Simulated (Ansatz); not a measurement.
Planning a run of Ansatz 0.2.0 on SnO2 (Pnnm). The input:

```yaml
crystal:
  lattice:
    - [4.788004, 0.0, 0.0]
    - [0.0, 4.866582, 0.0]
    - [0.0, 0.0, 3.240898]
  atoms:
    - { symbol: Sn, position: [0.5, 0.5, 0.5] }
    - { symbol: Sn, position: [0.0, 0.0, 0.0] }
    - { symbol: O, position: [0.291855, 0.321042, 0.0] }
    - { symbol: O, position: [0.791855, 0.178958, 0.5] }
    - { symbol: O, position: [0.208145, 0.821042, 0.5] }
    - { symbol: O, position: [0.708145, 0.678958, 0.0] }
kpoints:
  mp_grid: { grid: [6, 6, 8] }
hamiltonian:
  xc: lda
  pseudopotentials: { kind: paw, azcp: { folder: soft_1 }, xc_functional: pbe }
scf:
  occupations: { method: fixed }
gw:
  n_empty_bands: 171
  ecut_chi: 100
  qp_bands: [v2, c2]
  qp_kpoints: band_edges
  screening: { model: contour_deformation }
```

```sh
ansatz run input.yaml --threads 2 --pin off --max-ram 92160MiB --backend cuda --events-out ev --progress --plain --runs-dir out --devices 1 --max-vram 13GiB
```

Question: Estimate wall time and host memory on 1 × NVIDIA H100 80GB HBM3 (shared by 6 runs) with 2 threads of AMD EPYC 7R13 (Zen 3), shared host.

It took 2.5 min; on shared hardware allow 76 s to 5.1 min. Peak host memory was 2.0 GiB. The sizes that set the cost: 1479 plane waves a state, 80 irreducible k points, 197 bands summed, 177 plane waves in the screening and 7 SCF cycles.

The screening grows as filled bands × empty bands × pairs of k points, times the square of the screening basis for the matrix.

[Paths, hosts, dates, memory and timing lines, banners, echoed tables and standing remarks are left out of the program output.]

[Logs are printed without paths, hosts, clocks, repeated set-up lines and the standing remarks that a program may print on its own settings, such as how far it seeks lower states.]

[Runs of the session that timed out or met a known fault of the program may be left out.]

[Cells called generated may have been cut or substituted from an entry of the Crystallography Open Database or the Materials Project.]

[Hosts, paths, dates, database ids (printed as entryN), source tags and the programs' standing remarks are cut or masked in the printed files.]
